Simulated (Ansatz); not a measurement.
# Lattice dynamics of BiB (model cell, started as CsCl type), part 2 of 2

The cell of BiB (model cell, started as CsCl type) is at rest. What are its phonons? After the zone centre comes a 4×4×4 q mesh on a 12×12×12 k mesh.

Ansatz 0.2.0; DFT r2SCAN, scalar-relativistic, plane waves, PAW.

So far. Step 2 (Modes at Γ): Before it was imposed, the acoustic sum rule was missed by 2.3e-4 eV/Å². Small misses are needed for a sound result but don't prove that mesh and cutoff are converged. The lowest optical mode is imaginary, 129.0i cm⁻¹, so the energy falls along it.

The structure was built from a prototype and need not be the compound's stable phase.

## (3) Response at finite wavevector

Stability and thermal properties need the whole zone. Linear response on a 4×4×4 q mesh gives force constants as far as a supercell of that size would.

File input.yaml:

```yaml
crystal:
  lattice:
    - [3.3489211864, 0.0, 0.0]
    - [0.0, 3.3489211864, 0.0]
    - [0.0, 0.0, 3.3489211864]
  atoms:
    - { symbol: B, position: [0.0, 0.0, 0.0] }
    - { symbol: Bi, position: [0.5, 0.5, 0.5] }
kpoints:
  mp_grid: { grid: [12, 12, 12] }
hamiltonian:
  xc: r2scan
scf:
  occupations: { method: methfessel_paxton, width: 0.2 }
output:
  eigenvalues: true
phonons:
  method: dfpt
  qmesh: [4, 4, 4]
  temperatures: { t_max: 1000, t_step: 50 }
  qpath:
    path:
      - [[0.0, 0.0, 0.0], [0.0, 0.5, 0.0], [0.5, 0.5, 0.0], [0.0, 0.0, 0.0], [0.5, 0.5, 0.5], [0.0, 0.5, 0.0]]
      - [[0.5, 0.5, 0.5], [0.5, 0.5, 0.0]]
    npoints: 10
```

The run is started by

```sh
$ ansatz run input.yaml --threads 4 --pin off --max-ram 7168MiB --backend cpu --events-out ev --progress --plain --runs-dir out
```

Numbers of over 12 decimals in the logs are rounded to 6 here.

Output:

```text
[...]
Crystal: 2 atoms, lattice volume = 37.559 Å³
Basis set: ecut = 500 eV, 949 PW (Γ), exchange–correlation on 125×125×125 points (125 copies of the dense FFT grid, shifted against one another)
Bands: 13, of which v1, the nominal top of the filled ones, is band 9 counted from 1 (8 counted from 0)
Symmetry: 48 space group operations
k-points: 196 of 1728 (irreducible under 8 space group operations, time reversal used)
[...]
SCF iter   1: F=—  HF=-12564.174462 eV  |F-HF|=—  |Δ(HF+E_count)|=         —  Δρ=4.57e-3  dr2=1.08e-2  dr2_τ=8.09e-3  ethr=1.77e-3  ⟨swp⟩=4.9  Hψ=29674  notcnv=0  defer=8
[...]
SCF iter   8: F=-12564.196183 eV  HF=-12564.196183 eV  |F-HF|=3.64e-12  |Δ(HF+E_count)|=  1.09e-10  S|Δr|=    0.00e0  Δρ=1.28e-7  dr2=4.84e-12  dr2_τ=1.32e-13  ethr=1.00e-12  ⟨swp⟩=10.1  Hψ=21116  notcnv=0
SCF 1 converged in 8 iterations: F = -12564.196183 eV  dr2 = 4.84e-12
[...]
Basis set: ecut = 500 eV, 949 PW (Γ), exchange–correlation on 100×100×100 points (64 copies of the dense FFT grid, shifted against one another)
k-points: 84 of 1728
[...]
iter 1 solved again at ethr=5.47e-8 eV; its pass at ethr=3.10e-3 eV (dr2=9.84e-6 eV) is discarded
SCF iter   1: F=—  HF=-12564.196187 eV  |F-HF|=—  |Δ(HF+E_count)|=         —  Δρ=3.12e-7  dr2=3.95e-11  dr2_τ=1.84e-12  ethr=5.47e-8  ⟨swp⟩=3.9  Hψ=9293  notcnv=0
eigensolver tolerance schedule: the retry pair's looser diagonalisation over-reported the residual by 249363.38 of it (diagonalisation noise at an unbounded share of the residual, at the tolerance the schedule requests for it); recorded, not acted on — ethr = c·dr2/N_el stays at c = 1.0e-1
[...]
SCF iter   2: F=—  HF=-12564.196181 eV  |F-HF|=—  |Δ(HF+E_count)|=   6.19e-6  S|Δr|=    0.00e0  Δρ=3.05e-7  dr2=4.32e-11  dr2_τ=3.33e-12  ethr=1.00e-12  ⟨swp⟩=3.9  Hψ=2865  notcnv=0
SCF iter   3: F=-12564.196181 eV  HF=-12564.196181 eV  |F-HF|=5.46e-12  |Δ(HF+E_count)|=  1.46e-11  S|Δr|=    0.00e0  Δρ=1.83e-7  dr2=9.59e-12  dr2_τ=4.52e-13  ethr=1.00e-12  ⟨swp⟩=3.1  Hψ=3725  notcnv=0
SCF 2 converged in 3 iterations: F = -12564.196181 eV  dr2 = 9.59e-12
phonons: the bands overlap, so this run is a metal and interpolates without the dipole-dipole term. If the crystal is really an insulator or semiconductor, its LO-TO splitting is missing
[...]
NSCF: frozen V_eff on 84 k-points
WARN: eigensolver did not converge in 7 slots of this pass, the one above among them; of largest residual over every band (k=22): 1 band(s) unlocked (lowest unlocked band 16, counted from 0; max residual 3.85e-4 eV among the unlocked bands, 3.85e-4 eV over every band); of lowest unlocked band (k=6): band 16
[...]
SCF converged after 8 iterations
[...]
Free energy (F): -12564.196183 eV
[...]
Internal energy: -12564.197707 eV  (E = F + TS)
E sigma→0 (E₀):  -12564.196564 eV
Entropy (-TS):   0.001524 eV (0.762 meV/atom)
Fermi energy:    11.852442 eV
[...]
--- Band table (eV; the first three rows and the last of 196) ---
  k-point 0: bands = [... 5 lower, -2.9649, 9.1688, 11.0423, 11.0423, 11.0423, 18.0367, 18.0367, 20.1503, ... 4 higher]
  k-point 1: bands = [... 5 lower, -2.8714, 8.5398, 11.1481, 11.1481, 11.2949, 18.1070, 18.3558, 19.9140, ... 4 higher]
  k-point 2: bands = [... 5 lower, -2.5936, 7.2334, 11.4618, 11.4618, 11.7063, 18.2289, 18.3180, 19.2399, ... 4 higher]
  k-point 195: bands = [... 5 lower, 3.2675, 7.3300, 9.4988, 9.4988, 9.4988, 10.6263, 10.6263, 10.6263, ... 4 higher]
[...]
ASR residual: 2.251e-4 → 0.000e0 eV/Å²; symmetrization residual: 1.545e-6 eV/Å²
  ASR residual per site (eV/Å²): 2.25e-4 1.82e-4
  Γ frequencies (cm⁻¹): -129.01 -129.01 -129.01 0.00 0.00 0.00
--- Phonons (arbitrary-q DFPT): 10 irreducible q on the 4×4×4 mesh ---
  q = [0.0000, 0.0000, 0.0000] (star 1, of the zone-centre solve; hermiticity 4.91e-6, symmetrization 5.97e-13): -129.01 -129.01 -129.01 0.00 0.00 0.00
  q = [0.0000, 0.0000, 0.2500] (star 6, 4 solved perturbations in 1848 linear systems a pass and spin channel, the states on 588 of 1728 k-point pairs; hermiticity 1.62e-6, symmetrization 9.05e-13): -142.60 -142.60 -64.97 -24.32 -24.32 92.17
[...]
q = [0.0000, 0.2500, -0.5000] (star 12, 6 solved perturbations on 588 of 1728 k-point pairs; hermiticity 5.84e-7, symmetrization 3.86e-14): -154.97 -107.99 -54.23 15.34 56.78 83.78
[...]
sum rule: each row above includes the acoustic sum rule's correction from the zone centre's row sums; it moved no ω² by more than (2.38 cm⁻¹)²
  mesh force constants: q→R imaginary residual 2.60e-18; ASR residual 2.251e-4 → 0.000e0 eV/Å²; symmetrization residual 2.220e-15 eV/Å²
  interpolated dispersion: 62 rows × 6 modes
  density of states and harmonic sums: on the 20×20×20 q-mesh, interpolated from the force constants of a 4×4×4 supercell (no non-analytic term)
  largest difference from the sums on the solved wave vectors: F 3.10e-2 eV, S 4.04e-5 and C_V 9.34e-6 eV/K
  zero-point energy: 0.014056 eV/cell   skipped modes (ω ≤ 0): 847, of them read as no rigid motion or as one in doubt: 844 (2.985e0 modes/cell left out, lowest -265.97 cm⁻¹)   left out of the sums: 4.98e-1 of the cell's modes: C_V's classical limit lies that fraction below 3 k_B per atom; for a crystal, a wire or a layer, F and S can be off by more, and a phonons.interpolated_qmesh denser along its periods is the remedy for the sampling
```

Wall time 22 min (4 threads of Arm Neoverse V1, shared host); peak memory 2.1 GiB; 87 min of CPU time.

Numbers from this step:

| Item | Value |
| --- | --- |
| lowest frequency on the path | -266.0 cm⁻¹ |
| highest frequency on the path or at a solved wavevector | 244.4 cm⁻¹ |
| lowest mode on the q mesh (acoustic modes at Γ apart) | -266.0 cm⁻¹ |

Frequencies (cm⁻¹) solved at each irreducible wavevector; negative means imaginary. Frequencies by wavevector, by row:

| q in reciprocal lattice units | star | mode 1 | mode 2 | mode 3 | mode 4 | mode 5 | mode 6 |
| --- | --- | --- | --- | --- | --- | --- | --- |
| 0 0 0 | 1 | -129 | -129 | -129 | 0 | 0 | 0 |
| 0 0 0.25 | 6 | -142.6 | -142.6 | -65 | -24.3 | -24.3 | 92.2 |
| 0 0 -0.5 | 3 | -35.5 | -35.5 | 74.9 | 74.9 | 85.5 | 114 |
| 0 0.25 0.25 | 12 | -151.6 | -147 | -43.4 | -42.1 | 62.3 | 105.2 |
| 0 0.25 -0.5 | 12 | -155 | -108 | -54.2 | 15.3 | 56.8 | 83.8 |
| 0 -0.5 -0.5 | 3 | -266 | -206 | -206 | -74 | 87 | 87 |
| 0.25 0.25 0.25 | 8 | -120.8 | -97.3 | -97.3 | 61.8 | 61.8 | 79.8 |
| 0.25 0.25 -0.5 | 12 | -241.8 | -92.3 | 49.5 | 56 | 87.2 | 120.4 |
| 0.25 -0.5 -0.5 | 6 | -162.6 | -15.5 | 49.8 | 49.8 | 87.5 | 87.5 |
| -0.5 -0.5 -0.5 | 1 | 97.3 | 97.3 | 97.3 | 244.4 | 244.4 | 244.4 |

Interpolated from a 4×4×4 q mesh. The phonon branches at the labelled points (cm⁻¹):

| point | branch 1 | branch 2 | branch 3 | branch 4 | branch 5 | branch 6 |
| --- | --- | --- | --- | --- | --- | --- |
| Γ | -129 | -129 | -129 | 0 | 0 | 0 |
| halfway | -143 | -143 | -65 | -24 | -24 | 92 |
| X | -36 | -36 | 75 | 75 | 86 | 114 |
| halfway | -155 | -108 | -54 | 15 | 57 | 84 |
| M | -266 | -206 | -206 | -74 | 87 | 87 |
| halfway | -152 | -147 | -43 | -42 | 62 | 105 |
| Γ | -129 | -129 | -129 | 0 | 0 | 0 |
| halfway | -121 | -97 | -97 | 62 | 62 | 80 |
| R | 97 | 97 | 97 | 244 | 244 | 244 |
| halfway | -242 | -92 | 50 | 56 | 87 | 120 |
| X | -36 | -36 | 75 | 75 | 86 | 114 |
| jump to R | 97 | 97 | 97 | 244 | 244 | 244 |
| halfway | -163 | -16 | 50 | 50 | 87 | 87 |
| M | -266 | -206 | -206 | -74 | 87 | 87 |

The phonon branches as a text plot (rows in cm⁻¹):

```
    234 |                                    ****         *
    212 |                                    *  **
    191 |                                   *    *         *
    170 |                                         *
    149 |                                                  **
    127 |                                        ******
    106 |    ******          **      ***   *  ***      ****
     85 |   *  **************  *        *** **  *****************
     64 |  *   * *  *     ****      *   *****     ***      *
     42 | *   *    *          ***      *            **      **
     21 |*        *        **   ** ****               * *
      0 |*    *                   **
    -21 | ****                 ***                    ***    *
    -43 |    * *****       ****                         **
    -64 |   *     *********   *          **        * *      * ***
    -85 |                 *    *                    *
   -106 |  *  *    **           *   *****
   -128 |**  *                   ***   **         *    *
   -149 | ***       **   * ******   ***                       *
   -170 |            **  ****            ***                 *
   -192 |           * * * *                           *        **
   -213 |            * *                           *
   -234 |                *                          **        *
   -255 |             ***                                      **
         Γ      X      M          Γ            R        X|R     M
```

Tetrahedra on a 20×20×20 mesh, mean over bins of 5 cm-1. Interpolated from a 4×4×4 q mesh. The phonon density of states by wavenumber; read off at these points:

wavenumber (cm⁻¹), phonon density of states (1/cm⁻¹/cell) and a bar:
```
     -268     0.0000 
     -252     0.0016 #
     -238     0.0067 ###
     -228     0.0067 ###
     -212     0.0061 ###
     -198     0.0070 ###
     -182     0.0080 ####
     -172     0.0084 ####
     -158     0.0127 ######
     -148     0.0306 #############
     -142     0.0207 #########
     -128     0.0123 #####
     -112     0.0110 #####
     -102     0.0115 #####
      -88     0.0132 ######
      -72     0.0122 #####
      -58     0.0155 #######
      -48     0.0186 ########
      -42     0.0173 ########
      -32     0.0170 #######
      -18     0.0126 ######
       -2     0.0094 ####
       12     0.0103 #####
       22     0.0116 #####
       38     0.0172 ########
       52     0.0227 ##########
       68     0.0358 ################
       82     0.0685 ##############################
       92     0.0273 ############
      108     0.0256 ###########
      122     0.0026 #
      138     0.0019 #
      152     0.0016 #
      162     0.0014 #
      178     0.0012 #
      192     0.0010 
      208     0.0008 
      218     0.0007 
      232     0.0004 
      248     0.0000
```

The partial phonon density of states has structure finer than the step of the table below, so its rows give means over 20 cm⁻¹, whole bins alone (the curve runs from -272 to 256 cm⁻¹). Peaks (cm⁻¹: height): B -149.5: 0.0286, 109.7: 0.0161; Bi -26.5: 0.0173, 83.1: 0.0578.

Phonopy on the run's constants, 17x17x17 mesh, Gaussian sigma 3.8 cm-1. Interpolated from a 4×4×4 q mesh. Table of partial phonon density of states by wavenumber; means over each step; values in 1/cm⁻¹/cell:

| wavenumber (cm⁻¹) | B | Bi |
| --- | --- | --- |
| -260 | 0.00101 | 0 |
| -240 | 0.00508 | 1.6e-5 |
| -220 | 0.00635 | 2.9e-5 |
| -200 | 0.00648 | 5.6e-5 |
| -180 | 0.00847 | 1.2e-4 |
| -160 | 0.0146 | 4.2e-4 |
| -140 | 0.0207 | 6.3e-4 |
| -120 | 0.0102 | 5.9e-4 |
| -100 | 0.0105 | 0.00171 |
| -80 | 0.00800 | 0.00348 |
| -60 | 0.00556 | 0.0110 |
| -40 | 0.00352 | 0.0150 |
| -20 | 0.00209 | 0.0130 |
| 0 | 7.0e-4 | 0.00284 |
| 20 | 0.00214 | 0.00932 |
| 40 | 0.00369 | 0.0147 |
| 60 | 0.00607 | 0.0223 |
| 80 | 0.00817 | 0.0418 |
| 100 | 0.0124 | 0.0109 |
| 120 | 0.00767 | 0.00200 |
| 140 | 0.00230 | 4.2e-5 |
| 160 | 0.00116 | 5.7e-6 |
| 180 | 0.00126 | 1.6e-6 |
| 200 | 9.2e-4 | 0 |
| 220 | 7.1e-4 | 0 |
| 240 | 2.3e-4 | 0 |

Second derivatives of the energy by pair, one row for each kind of neighbour of each atom listed. Each entry sums the pair over the periodic images of the supercell that the q mesh stands for, and in a polar crystal it holds the long-range dipole part too. Force constants by pair, by row:

| atom | neighbour | distance (Å) | third of the trace (eV/Å²) | along the pair's line (eV/Å²) |
| --- | --- | --- | --- | --- |
| B1 | itself | 0 | -0.4757 | – |
| B1 | Bi | 2.9 | 0.172 | 0.2741 |
| B1 | B | 3.349 | -0.0148 | -0.1939 |
| B1 | B | 4.736 | 0.0586 | 0.1297 |
| B1 | Bi | 5.554 | -0.0317 | -0.1 |
| B1 | B | 5.801 | -0.1572 | -0.4098 |
| B1 | B | 6.698 | 0.0114 | 0.0349 |
| B1 | Bi | 7.299 | 0.0074 | -0.0375 |
| B1 | B | 7.488 | -0.0202 | -0.0482 |
| Bi2 | itself | 0 | 1.898 | – |
| Bi2 | B | 2.9 | 0.172 | 0.2741 |
| Bi2 | Bi | 3.349 | -0.4477 | -1.808 |
| Bi2 | Bi | 4.736 | 0.0638 | 0.2073 |
| Bi2 | B | 5.554 | -0.0317 | -0.1 |
| Bi2 | Bi | 5.801 | -0.0918 | -0.1539 |
| Bi2 | Bi | 6.698 | -0.0092 | -0.0229 |
| Bi2 | B | 7.299 | 0.0074 | -0.0375 |
| Bi2 | Bi | 7.488 | -0.0358 | -0.1097 |

Symmetry leaves 10 wavevectors to solve. The lowest mode among them, the acoustic zeros apart, lies at q = (0, -0.5, -0.5) and is imaginary, 266.0i cm⁻¹, so the energy falls along it.

## (4) Isotope substitution

An isotope changes the mass and not the force constants, so no new electronic calculation is needed; the shifts show which modes move this element.

The same force constants with the mass of B changed from 10.810 to 10.013 u (phonopy, no LO-TO term). Both lists are sorted by frequency; levels can cross, so a row need not hold one and the same mode. Modes under 3 cm⁻¹ are left out. Isotope shifts, by row:

| q | rank | natural mass (cm⁻¹) | changed mass (cm⁻¹) |
| --- | --- | --- | --- |
| 0 0 0 | 1 | -129 | -133.8 |
| 0 0 0 | 2 | -129 | -133.8 |
| 0 0 0 | 3 | -129 | -133.8 |
| 0 0 0.25 | 1 | -142.6 | -147.9 |
| 0 0 0.25 | 2 | -142.6 | -147.9 |
| 0 0 0.25 | 3 | -64.97 | -66.59 |
| 0 0 0.25 | 4 | -24.32 | -24.37 |
| 0 0 0.25 | 5 | -24.32 | -24.37 |
| 0 0 0.25 | 6 | 92.17 | 93.44 |
| 0 0 -0.5 | 1 | -35.49 | -35.49 |
| 0 0 -0.5 | 2 | -35.49 | -35.49 |
| 0 0 -0.5 | 3 | 74.9 | 77.83 |
| 0 0 -0.5 | 4 | 74.9 | 77.83 |
| 0 0 -0.5 | 5 | 85.48 | 85.48 |
| 0 0 -0.5 | 6 | 114 | 118.4 |
| 0 0.25 0.25 | 1 | -151.6 | -157.5 |
| 0 0.25 0.25 | 2 | -147 | -152.7 |
| 0 0.25 0.25 | 3 | -43.43 | -43.47 |
| 0 0.25 0.25 | 4 | -42.08 | -42.67 |
| 0 0.25 0.25 | 5 | 62.34 | 62.37 |
| 0 0.25 0.25 | 6 | 105.2 | 107.8 |

A mode of this element alone would shift by +3.90 %.

## (5) Summary of results

```yaml
space_group_within_0p01_a: Pm-3m
volume_per_atom: 18.8 Å³
electronic_character: no gap on this mesh
highest_optical_mode_at_the_zone_centre_no_lo_to_term: -129 cm⁻¹
lowest_optical_zone_centre_mode: -129 cm⁻¹
lowest_mode_on_the_q_mesh_acoustic_modes_at_gamma_apart: -266 cm⁻¹
highest_frequency_on_the_path_or_at_a_solved_wavevector: 244 cm⁻¹
imaginary_modes_on_the_4x4x4_q_mesh: yes
```

Modes are clearly imaginary (beyond 10i cm⁻¹) at 9 of the 10 irreducible wavevectors, most at q = (0, -0.5, -0.5) (266.0i cm⁻¹), so this structure is not a minimum of the energy. The optical modes at Γ form one degenerate level at -129 cm⁻¹ (negative means imaginary). With no gap, or one that is small against the smearing, the frequencies hang on the k mesh and the smearing, most of all near Kohn anomalies. Spin-orbit coupling is left out, which can matter for the heavy elements here. A phonon run warned that its eigensolver left some bands unconverged in a pass. The starting cell was built on a prototype and not taken from a measurement, so the phase need not exist. These are harmonic frequencies at zero temperature: anharmonic shifts, linewidths and thermal expansion are left out.

[Logs are printed without paths, hosts, clocks, repeated set-up lines and the standing remarks that a program may print on its own settings, such as how far it seeks lower states.]

[Hosts, paths, dates, database ids (printed as entryN), source tags and the programs' standing remarks are cut or masked in the printed files.]
